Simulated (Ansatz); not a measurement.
# AlN (F-43m): band gap by G0W0 on PBE, part 2 of 2

Wanted: the gap of AlN (F-43m) with a many-body correction, and the time that it takes.

Ansatz 0.2.0; PBE, then G0W0 on it, plane waves, PAW. Known limits of the many-body steps: finite bands, screening cutoff and k mesh; no spin-orbit coupling in G0W0.

So far. Step 2 (The PBE band structure): Over mesh and path the gap is 3.325 eV, from k = Γ to k = (-0.500, -0.500, 0.000). The least direct gap found is 4.187 eV, at k = Γ.

In doubt: masses and optical values from hybrid runs of this build are listed as unsure (in some of the runs), which bears on the screening that GW takes from such a start.

## (3) G0W0 on the 6×6×6 mesh

G0W0 replaces the xc potential by a self-energy built once from the orbitals of the start. Levels are corrected in the window of bands that the input names, at points of the mesh.

This step: G0W0 on PBE, plane waves, PAW; PAW set soft_1.

Contents of input.yaml:

```yaml
crystal:
  lattice:
    - [0.0, 2.1839935596, 2.1839935596]
    - [2.1839935596, 0.0, 2.1839935596]
    - [2.1839935596, 2.1839935596, 0.0]
  atoms:
    - { symbol: Al, position: [0.0, 0.0, 0.0] }
    - { symbol: "N", position: [0.75, 0.75, 0.75] }
kpoints:
  mp_grid: { grid: [6, 6, 6] }
hamiltonian:
  xc: pbe
  pseudopotentials: { kind: paw, azcp: { folder: soft_1 } }
scf:
  occupations: { method: fixed }
gw:
  n_empty_bands: 133
  ecut_chi: 200.0
  qp_bands: [v2, c2]
  qp_kpoints: band_edges
  screening: { model: contour_deformation }
```

Command:

```console
$ ansatz run input.yaml --threads 3 --pin off --max-ram 92160MiB --backend cuda --events-out ev --progress --plain --runs-dir out --devices 1 --max-vram 13GiB
```

Numbers of over 12 decimals in the logs are rounded to 6 here.

What it wrote:

```text
GPUs: using 1 of 1 available (devices: 1).
[...]
GPU FFT provider: cuFFT
GPU libraries: cuBLAS 13.8.2, cuFFT 12.4.0, cuSOLVER 12.3.4
Crystal: 2 atoms, lattice volume = 20.835 Å³
Basis set: ecut = 420 eV, 411 PW (Γ)
Bands: 8, of which v1, the nominal top of the filled ones, is band 4 counted from 1 (3 counted from 0)
Symmetry: 24 space group operations
[...]
k-points: 16 of 216 (time reversal used)
[...]
GPU buffer pool allocated for 13824 grid points (all kernels)
[...]
SCF iter   1: F=—  HF=-925.658789 eV  |F-HF|=—  |Δ(HF+E_count)|=         —  Δρ=1.39e-1  dr2=4.93e0  ethr=3.10e-3  ⟨swp⟩=4.2  Hψ=839  notcnv=0  defer=4
[...]
SCF iter   7: F=-924.207667 eV  HF=-924.207667 eV  |F-HF|=3.73e-9  |Δ(HF+E_count)|=   5.43e-8  Δρ=4.88e-6  dr2=3.02e-9  ethr=1.25e-9  ⟨swp⟩=3.9  Hψ=575  notcnv=0
SCF 1 converged in 7 iterations: F = -924.207667 eV  dr2 = 3.02e-9
[...]
NSCF: frozen V_eff on 16 k-points, pencils in batches of 32, up to order 32
the band table was solved once the SCF had ended and its energy, with any forces and stress, was formed, with the checks that follow a solve (949 applications of the Hamiltonian). They found nothing against the state; the energy, forces and stress were not computed again (output.eigenvalues in the input reference)
[...]
NSCF: frozen V_eff on 16 k-points
G₀W₀ screening: q 1/16
[... further progress lines ...]
[...]
SCF converged after 7 iterations
Free energy (F): -924.207667 eV
[...]
Internal energy: -924.207667 eV  (E = F + TS)
E sigma→0 (E₀):  -924.207667 eV
Fermi energy:    6.965493 eV
[...]
--- Band table (eV; the first three rows and the last of 16) ---
[...]
--- G₀W₀: contour deformation, 6 samples at zero and on the imaginary axis and 3 off it, 216 q-points, 133 empty bands' worth ---
  eigenvalues of the whole cell's RPA ε∞ on this k-mesh (on a slab, of 1 + 4πα/V) = 4.3931, 4.3931, 4.3931; static W/v taken at q = 0 is 0.227627
  bands read: the sum over 137 bands ends inside a degenerate multiplet in 1 slot, whose members it reads at an even weight; the widest, k=3: bands 137 to 138 (counted from 1) at 1/2 each
  gw.qp_kpoints: band_edges: 9 of 16 stored k-points solved, in 1 pass; an edge of the gap read off the rows below is read off those points alone
    valence top: of the k-points left out ik 4 came nearest to being solved in a further pass, in band 3 (counted from 1, as in the quasiparticle table): it holds the edge there only if its correction is more favourable than any solved in that band by at least 0.515 eV; those differ by 0.199 eV
    conduction bottom: of the k-points left out ik 15 came nearest to being solved in a further pass, in band 5 (counted from 1, as in the quasiparticle table): it holds the edge there only if its correction is more favourable than any solved in that band by at least 1.924 eV; those differ by 0.398 eV
    ik  band        ε_KS         Σx   Σc(E_QP)       V_xc       Z   E_QP_lin       E_QP  E_QP is
     0     3      6.9655   -21.7299     2.9828   -17.6767  0.7769     5.8836     5.8951  root
     0     4      6.9655   -21.7299     2.9828   -17.6767  0.7769     5.8836     5.8951  root
     0     5     11.1514    -9.8106    -4.0333   -14.4660  0.8123    11.7762    11.7735  root
     0     6     19.5431    -6.5416    -5.3275   -12.7903  0.8047    20.4712    20.4643  root
     1     3      6.8345   -21.7241     3.0221   -17.6174  0.7763     5.7378     5.7499  root
     1     4      6.8345   -21.7241     3.0221   -17.6174  0.7763     5.7378     5.7499  root
     1     5     12.5774   -10.1092    -4.2411   -15.0503  0.8034    13.2812    13.2773  root
     1     6     18.6294    -6.9105    -5.3393   -13.1362  0.7962    19.5250    19.5157  root
     2     3      6.5971   -21.7382     3.0963   -17.5330  0.7751     5.4751     5.4882  root
     2     4      6.5971   -21.7382     3.0963   -17.5330  0.7751     5.4751     5.4882  root
     2     5     13.9750    -8.6910    -4.6356   -14.0827  0.8063    14.7365    14.7311  root
     2     6     17.3721    -7.4617    -5.5629   -13.8471  0.7672    18.2075    18.1946  root
     3     3      6.4887   -21.7525     3.1294   -17.5043  0.7745     5.3563     5.3699  root
     3     4      6.4887   -21.7525     3.1294   -17.5043  0.7745     5.3563     5.3699  root
     3     5     14.3475    -7.9143    -4.6070   -13.2673  0.8179    15.0983    15.0936  root
     3     6     16.8287    -7.5444    -5.7363   -14.0699  0.7554    17.6316    17.6178  root
     7     3      5.1499   -20.9224     3.3876   -16.3124  0.7679     3.9073     3.9275  root
     7     4      6.4569   -21.7007     3.1243   -17.4550  0.7745     5.3218     5.3356  root
     7     5     14.9497    -7.5630    -4.9640   -13.2587  0.7904    15.6881    15.6814  root
     7     6     15.8132    -7.1541    -4.8696   -12.7723  0.8092    16.5680    16.5619  root
     8     3      5.7664   -21.1252     3.2498   -16.6890  0.7719     4.5629     4.5800  root
     8     4      6.8348   -21.8284     3.0323   -17.7143  0.7761     5.7410     5.7531  root
     8     5     13.9299    -9.6701    -4.6481   -15.1000  0.7935    14.7179    14.7116  root
     8     6     17.7906    -6.3235    -5.2931   -12.3910  0.7927    18.5691    18.5650  root
     9     3      5.5783   -21.2801     3.3309   -16.7392  0.7702     4.3502     4.3684  root
     9     4      5.5783   -21.2801     3.3309   -16.7392  0.7702     4.3502     4.3684  root
     9     5     11.7829    -6.5273    -4.1603   -11.1762  0.8210    12.2734    12.2715  root
     9     6     16.3490    -6.0372    -4.6600   -11.4267  0.8281    17.0831    17.0785  root
    10     3      4.4481   -20.4108     3.5075   -15.6341  0.7636     3.1540     3.1789  root
    10     4      5.4764   -21.2835     3.3541   -16.7124  0.7696     4.2408     4.2595  root
    10     5     11.6529    -6.4452    -4.1056   -11.0252  0.8218    12.1290    12.1273  root
    10     6     16.6026    -6.6859    -4.7844   -12.2505  0.8171    17.3887    17.3828  root
    12     3      5.1996   -21.2109     3.4234   -16.5476  0.7678     3.9394     3.9598  root
    12     4      5.1996   -21.2109     3.4234   -16.5476  0.7678     3.9394     3.9598  root
    12     5     10.2882    -5.8665    -3.9027   -10.1533  0.8303    10.6733    10.6723  root
    12     6     15.5843    -6.0620    -4.5408   -11.3011  0.8317    16.2866    16.2826  root
```

The job ended after 20 s (1 × NVIDIA H100 80GB HBM3 (shared by 6 runs) with 3 threads of AMD EPYC 7R13 (Zen 3), shared host; peak memory 1 GiB; 18 s of CPU time).

Numbers from this step:

```yaml
bands_summed: 137
rpa_eps_infinity_on_this_mesh_eigenvalues: 4.393, 4.393, 4.393
plane_waves_in_the_screening_matrix: 137
q_points_in_the_mesh: 216
g0w0_gap_over_the_corrected_points: 4.777 eV
k_of_the_valence_top: 0, 0, 0
k_of_the_conduction_bottom: 0, -0.5, -0.5
starting_gap_on_the_mesh: 3.323 eV
z_at_the_valence_top: 0.7769
z_at_the_conduction_bottom: 0.8303
least_direct_g0w0_gap_over_the_corrected_points: 5.878 eV
```

Over 9 of 16 irreducible mesh points the G0W0 gap is 4.777 eV, from k = Γ to k = (0.000, -0.500, -0.500). The PBE gap of this run on the mesh is 3.323 eV. The two states that bound the G0W0 gap lie that far apart at the start, so the correction of the gap is 4.777 − 3.323 = +1.454 eV. The start of this run differs from the step before in mesh (10×10×10 and 6×6×6).

Labels follow the order of the start: v1 is the top filled band, c1 the lowest empty one; levels that stay degenerate share a row, the window can cut a multiplet, doubted levels are not marked in this list, bands outside the window were not corrected, and the list may be a part of the corrected levels. Levels before and after the correction, in eV, zero at the valence-band top of each column:

```tsv
	conduction bottom	valence top
Kohn-Sham	3.32	0.00
G0W0	4.78	0.00
```

```tsv
	level	occupation	energy (eV)
Kohn-Sham	Γ v2-v1	2	0.000
Kohn-Sham	Γ c1	0	4.186
Kohn-Sham	Γ c2	0	12.578
Kohn-Sham	(0 -0.5 -0.5) v2-v1	2	-1.766
Kohn-Sham	(0 -0.5 -0.5) c1	0	3.323
Kohn-Sham	(0 -0.5 -0.5) c2	0	8.619
G0W0	Γ v2-v1	2	0.000
G0W0	Γ c1	0	5.878
G0W0	Γ c2	0	14.569
G0W0	(0 -0.5 -0.5) v2-v1	2	-1.935
G0W0	(0 -0.5 -0.5) c1	0	4.777
G0W0	(0 -0.5 -0.5) c2	0	10.387
```

The parts of the quasiparticle energy for the two states that bound the G0W0 gap, in eV on the run's own scale (QP = start + Σx + Σc − Vxc, with Σc at the quasiparticle energy):

```tsv
edge	k	band	start	Σx	Σc	Vxc	Z	QP
valence top	Γ	3	6.965	−21.730	2.983	−17.677	0.777	5.895
conduction bottom	(0.000, -0.500, -0.500)	5	10.288	−5.867	−3.903	−10.153	0.830	10.672
```

## (4) Side by side

Each gap is the least one over the points named; times are wall times on shared hosts, not benchmarks. A G0W0 time includes the run's own self-consistent start. Rows marked * are further runs, not shown as steps, whose inputs differ from the G0W0 step on the same start in the columns given; solver thresholds can differ too. Symmetry makes (-0.500, -0.500, 0.000) and (0.000, -0.500, -0.500) one point.

```tsv
level	mesh	files, cutoff	bands summed, screening	points	gap (eV)	valence top	conduction bottom	least direct gap (eV)	time
PBE	10×10×10	soft_1 PAW, 420 eV	-	mesh and path	3.325	Γ	(-0.500, -0.500, 0.000)	4.187	7.9 s
G0W0@PBE*	6×6×6	soft_1 PAW, 420 eV	25, 60 eV	9 of 16 irreducible mesh points	4.276	Γ	(0.000, -0.500, -0.500)	5.455	12 s
G0W0@PBE*	6×6×6	soft_1 PAW, 420 eV	66, 120 eV	9 of 16 irreducible mesh points	4.580	Γ	(0.000, -0.500, -0.500)	5.773	10 s
G0W0@PBE	6×6×6	soft_1 PAW, 420 eV	137, 200 eV	9 of 16 irreducible mesh points	4.777	Γ	(0.000, -0.500, -0.500)	5.878	20 s
G0W0@PBE*	4×4×4	soft_1 PAW, 420 eV	66, 120 eV	6 of 8 irreducible mesh points	4.516	Γ	(0.000, -0.500, -0.500)	5.741	9 s
G0W0@PBE*	6×6×6	soft_1 PAW, 420 eV	66, 120 eV, plasmon pole	9 of 16 irreducible mesh points	4.527	Γ	(0.000, -0.500, -0.500)	5.726	12 s
```

## (5) What came out

- PBE gap over mesh and path: 3.325 eV, from k = Γ to k = (-0.500, -0.500, 0.000)
- G0W0@PBE gap over 9 of 16 irreducible mesh points: 4.777 eV, from k = Γ to k = (0.000, -0.500, -0.500)
- GW settings: 6×6×6 mesh, 133 empty bands, screening to 200 eV, PAW set soft_1 files
- known limits: finite bands, screening cutoff and k mesh; no spin-orbit coupling in G0W0

In words: Over 9 of 16 irreducible mesh points the G0W0 gap is 4.777 eV, from k = Γ to k = (0.000, -0.500, -0.500). The PBE gap of this run on the mesh is 3.323 eV. The two states that bound the G0W0 gap lie that far apart at the start, so the correction of the gap is 4.777 − 3.323 = +1.454 eV. The valence state moves by 5.895 − 6.965 = −1.070 eV and the conduction state by 10.672 − 10.288 = +0.384 eV, on the run's own scale; with 25 bands the edge states move by −0.307 and +0.646 eV, so the split between the edges depends on the bands and cutoff. Both edges that PBE shows over mesh and path lie at k points where levels were corrected. Levels at other points were not corrected, so a lower G0W0 gap elsewhere in the zone is not ruled out. From 25 bands and 60 eV to 137 bands and 200 eV the gap moves by 4.777 − 4.276 = +0.501 eV (rung by rung 4.276, 4.580, 4.777 eV); bands and screening cutoff rise together, so their parts are not told apart. A line in one over the bands through the two highest rungs gives 4.777 + (4.777 − 4.580) × 66 / (137 − 66) = 4.960 eV, and through the pair below 4.580 + (4.580 − 4.276) × 25 / (66 − 25) = 4.765 eV. The two differ by 0.195 eV, not under the 0.030 eV asked, so the law does not hold well over these rungs and the limit is not known. With the 4×4×4 mesh in place of the 6×6×6 mesh and all else as in the G0W0@PBE row with 66 bands, the gap differs by 4.516 − 4.580 = −0.064 eV, and that of the start by 3.299 − 3.323 = −0.024 eV. With the plasmon pole model in place of the contour deformation model and all else as in the G0W0@PBE row with 66 bands, the gap differs by 4.527 − 4.580 = −0.053 eV. G0W0 on other starts in this series, not shown as steps and not all at these settings: 5.196 eV on HSE06 (6×6×6, soft_1 PAW, 66 bands, 120 eV) and 5.397 eV on PBE0 (6×6×6, soft_1 PAW, 66 bands, 120 eV). The G0W0 runs are scalar-relativistic. G0W0@PBE runs of this series with other atomic data on the same mesh, not shown as steps, give 4.544 eV (hard PAW, 900 eV, 70 bands, screening to 120 eV; the table's row with the same empty bands and screening cutoff has 4.580 eV); where bands and cutoffs differ too, the part of the files is not isolated.

[Paths, hosts, dates, memory and timing lines, banners, echoed tables and standing remarks are left out of the program output.]

[Logs are printed without paths, hosts, clocks, repeated set-up lines and the standing remarks that a program may print on its own settings, such as how far it seeks lower states.]

[Runs of the session that timed out or met a known fault of the program may be left out.]

[Cells called generated may have been cut or substituted from an entry of the Crystallography Open Database or the Materials Project.]

[Hosts, paths, dates, database ids (printed as entryN), source tags and the programs' standing remarks are cut or masked in the printed files.]

[Where an RPA ε∞ is given, it is that of the G0W0 mesh and is not shown converged in it. Names of k-points follow the symmetry that the program found, which can be lower than the space group named. Band edges on a path are those of the sampled points; other points can move an edge, and change direct to indirect where valleys lie close.]

[Hybrid gaps are those of their k-mesh and are not shown converged in it.]
